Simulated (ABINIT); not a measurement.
# Beyond one shot: AlN (F-43m)

How far does self-consistency move the gap of AlN (F-43m)?

Main program and level: ABINIT 10.8.3; LDA and many-body steps on it, plane waves.

Most raw output is cut from this account.

**1. Set-up**

It takes space group F-43m (No. 216, cubic). The conventional cell has a = 4.368 Å, b = 4.368 Å, c = 4.368 Å, α = 90.00°, β = 90.00°, γ = 90.00°. Nearest to Al lie 4 N at 1.89 Å. Nearest to N lie 4 Al at 1.89 Å. Farther neighbours and most contacts between anions are not listed.

The cell and positions are those that the Materials Project relaxed with its own functionals (PBE, PBE+U or r2SCAN), kept fixed. This is not the form that AlN usually takes at ambient conditions.

**2. Empty states on the mesh, 6×6×6 mesh, 90 bands**

This step: ABINIT 10.8.3; DFT, LDA, plane waves, norm-conserving pseudopotentials.

The sums over transitions need many empty states on a uniform mesh; this step solves for them.

The input, run.abi:

```
acell 3*1.0 Angstrom
rprim 
  -0.000000000000 2.183993559600 2.183993559600
  2.183993559600 -0.000000000000 2.183993559600
  2.183993559600 2.183993559600 -0.000000000000
ntypat 2
znucl 13 7
natom 2
typat 1 2
xred 
  0.000000000000 0.000000000000 0.000000000000
  0.750000000000 0.750000000000 0.750000000000
pp_dirpath "pseudos"
pseudos "Al.upf, N.upf"
ecut 36
ngkpt 6 6 6
nshiftk 1
shiftk 0 0 0
kptopt 1
chksymbreak 0
irdden 1
istwfk *1
nband 90
prtvol 0
optdriver 6
gwr_task "HDIAGO"
paral_kgb 0
occopt 1
indata_prefix "in"
outdata_prefix "out"
tmpdata_prefix "tmp"
```

On the command line:

```
$ OMP_NUM_THREADS=1 mpirun -n 8 abinit run.abi > log
```

Run time: 6.6 s. Hardware: 8 MPI ranks of Arm Neoverse V2, shared host; peak memory 1.4 GiB.

Numbers from this step:

```yaml
gap: 3.259 eV
k_of_the_valence_top: 0, 0, 0
k_of_the_conduction_bottom: 0.5, 0.5, 0
least_direct_gap: 4.243 eV
k_points_computed: 16
lowest_point_of_the_top_converged_band_above_the_valence_top: 125.0887 eV
```

On this mesh the gap is 3.259 eV.

The density comes from a self-consistent run that is not shown.

**3. Screening, 6×6×6 mesh, 82 bands, screening to 264 eV**

The RPA dielectric matrix is built and inverted for each q.

This step: RPA screening on LDA, plane waves, norm-conserving pseudopotentials.

Edit run.abi of step 2 so:

```diff
@@ -20,10 +20,11 @@
 chksymbreak 0
-irdden 1
 istwfk *1
-nband 90
-prtvol 0
-optdriver 6
-gwr_task "HDIAGO"
-paral_kgb 0
 occopt 1
+irdwfk 1
+optdriver 3
+nband 82
+ecuteps 9.7
+inclvkb 2
+awtr 1
+symchi 1
 indata_prefix "in"
```

The job ended after 16 s (8 MPI ranks; peak memory 1 GiB; 2.1 min of CPU time).

This step gave:

| Quantity | Value |
| --- | --- |
| ε∞ with local fields, on this mesh, along the program's q direction | 4.406 |
| the same without local fields | 4.853 |
| plasma frequency | 23.01 eV |
| plane waves in the screening matrix | 181 |

Local fields lower ε∞ by 9 %.

**4. G0W0**

The self-energy is evaluated for the states that the input lists, and the levels follow from it, in one-shot runs by the linearised quasiparticle equation.

This step: G0W0 on LDA, plane waves, norm-conserving pseudopotentials.

Edit run.abi of step 3 so:

```diff
@@ -23,8 +23,19 @@
 irdwfk 1
-optdriver 3
+optdriver 4
 nband 82
+gwcalctyp 0
+ecutsigx 36
+symsigma 1
+nkptgw 3
+kptgw 
+  0.0000000000 0.0000000000 0.0000000000
+  0.5000000000 0.5000000000 0.0000000000
+  0.5000000000 0.0000000000 0.0000000000
+bdgw 
+  2 8
+  3 6
+  3 6
 ecuteps 9.7
-inclvkb 2
-awtr 1
-symchi 1
+irdscr 1
+ppmodel 1
 indata_prefix "in"
```

Wall time 7.3 s (8 MPI ranks); peak memory 1.2 GiB; 58 s of CPU time.

Numbers from this step:

| Quantity | Value |
| --- | --- |
| G0W0 gap on the points computed | 4.713 eV |
| starting gap on the mesh | 3.259 eV |
| k of the valence top | 0, 0, 0 |
| k of the conduction bottom | 0.5, 0.5, 0 |
| Z at the valence top | 0.784 |
| Z at the conduction bottom | 0.834 |
| least direct G0W0 gap on the computed points | 5.777 eV |

The gap on the mesh goes from 3.26 eV to 4.71 eV, a correction of +1.45 eV.

**5. QSGW, cycle 1**

This step: QSGW on LDA, plane waves, norm-conserving pseudopotentials.

Edit run.abi of step 4 so:

```diff
@@ -25,14 +25,40 @@
 nband 82
-gwcalctyp 0
+gwcalctyp 28
 ecutsigx 36
-symsigma 1
-nkptgw 3
+symsigma 0
+nkptgw 16
 kptgw 
   0.0000000000 0.0000000000 0.0000000000
+  0.1666666667 0.0000000000 0.0000000000
+  0.3333333333 0.0000000000 0.0000000000
+  0.5000000000 0.0000000000 0.0000000000
+  0.1666666667 0.1666666667 0.0000000000
+  0.3333333333 0.1666666667 0.0000000000
+  0.5000000000 0.1666666667 0.0000000000
+  -0.3333333333 0.1666666667 0.0000000000
+  -0.1666666667 0.1666666667 0.0000000000
+  0.3333333333 0.3333333333 0.0000000000
+  0.5000000000 0.3333333333 0.0000000000
+  -0.3333333333 0.3333333333 0.0000000000
   0.5000000000 0.5000000000 0.0000000000
-  0.5000000000 0.0000000000 0.0000000000
+  0.5000000000 0.3333333333 0.1666666667
+  -0.3333333333 0.3333333333 0.1666666667
+  -0.3333333333 0.5000000000 0.1666666667
 bdgw 
-  2 8
-  3 6
-  3 6
+  1 13
+  1 13
+  1 13
+  1 13
+  1 13
+  1 13
+  1 13
+  1 13
+  1 13
+  1 13
+  1 13
+  1 13
+  1 13
+  1 13
+  1 13
+  1 13
 ecuteps 9.7
@@ -40,2 +66,3 @@
 ppmodel 1
+rhoqpmix 0.3
 indata_prefix "in"
```

It took 3.9 min on 8 MPI ranks; peak memory 1.9 GiB.

Numbers from this step:

```yaml
quasiparticle_gap_on_the_mesh: 5.072 eV
gap_of_the_density_functional_on_the_mesh: 3.259 eV
k_of_the_valence_top: 0, 0, 0
k_of_the_conduction_bottom: 0.5, 0.5, 0
z_at_the_valence_top: 1
z_at_the_conduction_bottom: 1
least_direct_quasiparticle_gap_on_the_computed_points: 6.174 eV
```

Against G0W0 in ABINIT (6×6×6 mesh, 82 bands, screening to 264 eV, Godby-Needs plasmon pole), the gap moves by +0.359 eV.

**6. Screening, 6×6×6 mesh, 82 bands, screening to 264 eV**

This step: RPA screening on LDA, plane waves, norm-conserving pseudopotentials.

The input, run.abi:

```
acell 3*1.0 Angstrom
rprim 
  -0.000000000000 2.183993559600 2.183993559600
  2.183993559600 -0.000000000000 2.183993559600
  2.183993559600 2.183993559600 -0.000000000000
ntypat 2
znucl 13 7
natom 2
typat 1 2
xred 
  0.000000000000 0.000000000000 0.000000000000
  0.750000000000 0.750000000000 0.750000000000
pp_dirpath "pseudos"
pseudos "Al.upf, N.upf"
ecut 36
ngkpt 6 6 6
nshiftk 1
shiftk 0 0 0
kptopt 1
chksymbreak 0
istwfk *1
occopt 1
irdwfk 1
optdriver 3
nband 82
ecuteps 9.7
inclvkb 2
awtr 1
symchi 1
gwcalctyp 28
mbpt_sciss 2.226 eV
nqptdm 1
qptdm 
  0 0 0
indata_prefix "in"
outdata_prefix "out"
tmpdata_prefix "tmp"
```

The job ended after 2.3 s (8 MPI ranks; peak memory 0.14 GiB; 18 s of CPU time).

This step gave:

```
ε∞ with local fields, on this mesh, along the program's q direction : 3.740
the same without local fields                                       : 4.060
plasma frequency                                                    : 23.01 eV
plane waves in the screening matrix                                 : 181
```

This screening uses the functional's bands under a rigid shift, the mean opening of the cycle before.

**7. Screening, 6×6×6 mesh, 82 bands, screening to 264 eV**

This step: RPA screening on LDA from quasiparticle energies and orbitals, plane waves, norm-conserving pseudopotentials.

Edit run.abi of step 6 so:

```diff
@@ -29,7 +29,21 @@
 symchi 1
+irdqps 1
 gwcalctyp 28
-mbpt_sciss 2.226 eV
-nqptdm 1
+nqptdm 15
 qptdm 
-  0 0 0
+  0.1666666667 0.0000000000 0.0000000000
+  0.3333333333 0.0000000000 0.0000000000
+  0.5000000000 0.0000000000 0.0000000000
+  0.1666666667 0.1666666667 0.0000000000
+  0.3333333333 0.1666666667 0.0000000000
+  0.5000000000 0.1666666667 0.0000000000
+  -0.3333333333 0.1666666667 0.0000000000
+  -0.1666666667 0.1666666667 0.0000000000
+  0.3333333333 0.3333333333 0.0000000000
+  0.5000000000 0.3333333333 0.0000000000
+  -0.3333333333 0.3333333333 0.0000000000
+  0.5000000000 0.5000000000 0.0000000000
+  0.5000000000 0.3333333333 0.1666666667
+  -0.3333333333 0.3333333333 0.1666666667
+  -0.3333333333 0.5000000000 0.1666666667
 indata_prefix "in"
```

The input, mrgscr.stdin:

```
2
merged
q0_SCR
out_SCR
1
```

On the command line:

```
$ OMP_NUM_THREADS=1 mpirun -n 8 abinit run.abi > log; mrgscr < mrgscr.stdin
```

The job ended after 15 s (8 MPI ranks; peak memory 1 GiB).

Numbers from this step:

| Item | Value |
| --- | --- |
| plasma frequency | 23.01 eV |
| plane waves in the screening matrix | 181 |

This screening reads the quasiparticle levels of the cycle before.

**8. QSGW, cycle 2**

The corrected levels of the last cycle go back in.

This step: QSGW on LDA, plane waves, norm-conserving pseudopotentials.

Edit run.abi of step 7 so:

```diff
@@ -23,12 +23,10 @@
 irdwfk 1
-optdriver 3
+optdriver 4
 nband 82
-ecuteps 9.7
-inclvkb 2
-awtr 1
-symchi 1
-irdqps 1
 gwcalctyp 28
-nqptdm 15
-qptdm 
+ecutsigx 36
+symsigma 0
+nkptgw 16
+kptgw 
+  0.0000000000 0.0000000000 0.0000000000
   0.1666666667 0.0000000000 0.0000000000
@@ -48,2 +46,24 @@
   -0.3333333333 0.5000000000 0.1666666667
+bdgw 
+  1 13
+  1 13
+  1 13
+  1 13
+  1 13
+  1 13
+  1 13
+  1 13
+  1 13
+  1 13
+  1 13
+  1 13
+  1 13
+  1 13
+  1 13
+  1 13
+ecuteps 9.7
+irdscr 1
+ppmodel 1
+irdqps 1
+rhoqpmix 0.3
 indata_prefix "in"
```

On the command line:

```
$ OMP_NUM_THREADS=1 mpirun -n 8 abinit run.abi > log
```

The job ended after 3.9 min (8 MPI ranks; peak memory 1.9 GiB).

This step gave:

* quasiparticle gap on the mesh: 5.446 eV
* gap of the density functional on the mesh: 3.259 eV
* k of the valence top: 0, 0, 0
* k of the conduction bottom: 0.5, 0.5, 0
* least direct quasiparticle gap on the computed points: 6.519 eV

Against the cycle before, the gap moves by +0.374 eV.

**9. Screening, 6×6×6 mesh, 82 bands, screening to 264 eV**

This step: RPA screening on LDA, plane waves, norm-conserving pseudopotentials.

The input, run.abi:

```
acell 3*1.0 Angstrom
rprim 
  -0.000000000000 2.183993559600 2.183993559600
  2.183993559600 -0.000000000000 2.183993559600
  2.183993559600 2.183993559600 -0.000000000000
ntypat 2
znucl 13 7
natom 2
typat 1 2
xred 
  0.000000000000 0.000000000000 0.000000000000
  0.750000000000 0.750000000000 0.750000000000
pp_dirpath "pseudos"
pseudos "Al.upf, N.upf"
ecut 36
ngkpt 6 6 6
nshiftk 1
shiftk 0 0 0
kptopt 1
chksymbreak 0
istwfk *1
occopt 1
irdwfk 1
optdriver 3
nband 82
ecuteps 9.7
inclvkb 2
awtr 1
symchi 1
gwcalctyp 28
mbpt_sciss 2.590 eV
nqptdm 1
qptdm 
  0 0 0
indata_prefix "in"
outdata_prefix "out"
tmpdata_prefix "tmp"
```

Elapsed: 2.3 s, on 8 MPI ranks; peak memory 0.14 GiB.

This step gave:

| Item | Value |
| --- | --- |
| ε∞ with local fields, on this mesh, along the program's q direction | 3.658 |
| the same without local fields | 3.963 |
| plasma frequency | 23.01 eV |
| plane waves in the screening matrix | 181 |

This screening uses the functional's bands under a rigid shift, the mean opening of the cycle before.

**10. Screening, 6×6×6 mesh, 82 bands, screening to 264 eV**

This step: RPA screening on LDA from quasiparticle energies and orbitals, plane waves, norm-conserving pseudopotentials.

Edit run.abi of step 9 so:

```diff
@@ -29,7 +29,21 @@
 symchi 1
+irdqps 1
 gwcalctyp 28
-mbpt_sciss 2.590 eV
-nqptdm 1
+nqptdm 15
 qptdm 
-  0 0 0
+  0.1666666667 0.0000000000 0.0000000000
+  0.3333333333 0.0000000000 0.0000000000
+  0.5000000000 0.0000000000 0.0000000000
+  0.1666666667 0.1666666667 0.0000000000
+  0.3333333333 0.1666666667 0.0000000000
+  0.5000000000 0.1666666667 0.0000000000
+  -0.3333333333 0.1666666667 0.0000000000
+  -0.1666666667 0.1666666667 0.0000000000
+  0.3333333333 0.3333333333 0.0000000000
+  0.5000000000 0.3333333333 0.0000000000
+  -0.3333333333 0.3333333333 0.0000000000
+  0.5000000000 0.5000000000 0.0000000000
+  0.5000000000 0.3333333333 0.1666666667
+  -0.3333333333 0.3333333333 0.1666666667
+  -0.3333333333 0.5000000000 0.1666666667
 indata_prefix "in"
```

mrgscr.stdin is that of step 7.

On the command line:

```
$ OMP_NUM_THREADS=1 mpirun -n 8 abinit run.abi > log; mrgscr < mrgscr.stdin
```

Run time: 15 s. Hardware: 8 MPI ranks; peak memory 1 GiB; 2 min of CPU time.

Numbers from this step:

* plasma frequency: 23.01 eV
* plane waves in the screening matrix: 181

This screening reads the quasiparticle levels of the cycle before.

**11. QSGW, cycle 3**

This step: QSGW on LDA, plane waves, norm-conserving pseudopotentials.

Edit run.abi of step 10 so:

```diff
@@ -23,12 +23,10 @@
 irdwfk 1
-optdriver 3
+optdriver 4
 nband 82
-ecuteps 9.7
-inclvkb 2
-awtr 1
-symchi 1
-irdqps 1
 gwcalctyp 28
-nqptdm 15
-qptdm 
+ecutsigx 36
+symsigma 0
+nkptgw 16
+kptgw 
+  0.0000000000 0.0000000000 0.0000000000
   0.1666666667 0.0000000000 0.0000000000
@@ -48,2 +46,24 @@
   -0.3333333333 0.5000000000 0.1666666667
+bdgw 
+  1 13
+  1 13
+  1 13
+  1 13
+  1 13
+  1 13
+  1 13
+  1 13
+  1 13
+  1 13
+  1 13
+  1 13
+  1 13
+  1 13
+  1 13
+  1 13
+ecuteps 9.7
+irdscr 1
+ppmodel 1
+irdqps 1
+rhoqpmix 0.3
 indata_prefix "in"
```

On the command line:

```
$ OMP_NUM_THREADS=1 mpirun -n 8 abinit run.abi > log
```

Run time: 3.9 min. Hardware: 8 MPI ranks; peak memory 1.9 GiB.

This step gave:

| Property | Result |
| --- | --- |
| quasiparticle gap on the mesh | 5.661 eV |
| gap of the density functional on the mesh | 3.259 eV |
| k of the valence top | 0, 0, 0 |
| k of the conduction bottom | 0.5, 0.5, 0 |
| least direct quasiparticle gap on the computed points | 6.698 eV |

Against the cycle before, the gap moves by +0.215 eV.

**12. Screening, 6×6×6 mesh, 82 bands, screening to 264 eV**

This step: RPA screening on LDA, plane waves, norm-conserving pseudopotentials.

The input, run.abi:

```
acell 3*1.0 Angstrom
rprim 
  -0.000000000000 2.183993559600 2.183993559600
  2.183993559600 -0.000000000000 2.183993559600
  2.183993559600 2.183993559600 -0.000000000000
ntypat 2
znucl 13 7
natom 2
typat 1 2
xred 
  0.000000000000 0.000000000000 0.000000000000
  0.750000000000 0.750000000000 0.750000000000
pp_dirpath "pseudos"
pseudos "Al.upf, N.upf"
ecut 36
ngkpt 6 6 6
nshiftk 1
shiftk 0 0 0
kptopt 1
chksymbreak 0
istwfk *1
occopt 1
irdwfk 1
optdriver 3
nband 82
ecuteps 9.7
inclvkb 2
awtr 1
symchi 1
gwcalctyp 28
mbpt_sciss 2.772 eV
nqptdm 1
qptdm 
  0 0 0
indata_prefix "in"
outdata_prefix "out"
tmpdata_prefix "tmp"
```

It took 2.3 s on 8 MPI ranks; peak memory 0.14 GiB; 17 s of CPU time.

This step gave:

```
ε∞ with local fields, on this mesh, along the program's q direction : 3.619
the same without local fields                                       : 3.916
plasma frequency                                                    : 23.01 eV
plane waves in the screening matrix                                 : 181
```

This screening uses the functional's bands under a rigid shift, the mean opening of the cycle before.

**13. Screening, 6×6×6 mesh, 82 bands, screening to 264 eV**

This step: RPA screening on LDA from quasiparticle energies and orbitals, plane waves, norm-conserving pseudopotentials.

Edit run.abi of step 12 so:

```diff
@@ -29,7 +29,21 @@
 symchi 1
+irdqps 1
 gwcalctyp 28
-mbpt_sciss 2.772 eV
-nqptdm 1
+nqptdm 15
 qptdm 
-  0 0 0
+  0.1666666667 0.0000000000 0.0000000000
+  0.3333333333 0.0000000000 0.0000000000
+  0.5000000000 0.0000000000 0.0000000000
+  0.1666666667 0.1666666667 0.0000000000
+  0.3333333333 0.1666666667 0.0000000000
+  0.5000000000 0.1666666667 0.0000000000
+  -0.3333333333 0.1666666667 0.0000000000
+  -0.1666666667 0.1666666667 0.0000000000
+  0.3333333333 0.3333333333 0.0000000000
+  0.5000000000 0.3333333333 0.0000000000
+  -0.3333333333 0.3333333333 0.0000000000
+  0.5000000000 0.5000000000 0.0000000000
+  0.5000000000 0.3333333333 0.1666666667
+  -0.3333333333 0.3333333333 0.1666666667
+  -0.3333333333 0.5000000000 0.1666666667
 indata_prefix "in"
```

mrgscr.stdin is that of step 10.

On the command line:

```
$ OMP_NUM_THREADS=1 mpirun -n 8 abinit run.abi > log; mrgscr < mrgscr.stdin
```

Elapsed: 15 s, on 8 MPI ranks; peak memory 1 GiB; 2 min of CPU time.

This step gave:

- plasma frequency: 23.01 eV
- plane waves in the screening matrix: 181

This screening reads the quasiparticle levels of the cycle before.

(Continued in part 2 of 2.)

[Paths, hosts, dates, memory and timing lines, banners, echoed tables and standing remarks are left out of the program output.]

[Logs are printed without paths, hosts, clocks, repeated set-up lines and the standing remarks that a program may print on its own settings, such as how far it seeks lower states.]

[Runs of the session that timed out or met a known fault of the program may be left out.]

[Hosts, paths, dates, database ids (printed as entryN), source tags and the programs' standing remarks are cut or masked in the printed files.]

[G0W0 gaps are taken among the corrected bands and points alone; a level outside them can change the order at an edge.]

[Where Ansatz stands beside ABINIT at settings called matched, ABINIT's density can come from a denser mesh and the files from another edition; pairs whose starting gaps differed by over 0.03 eV were left out, so agreement reads better than it is.]
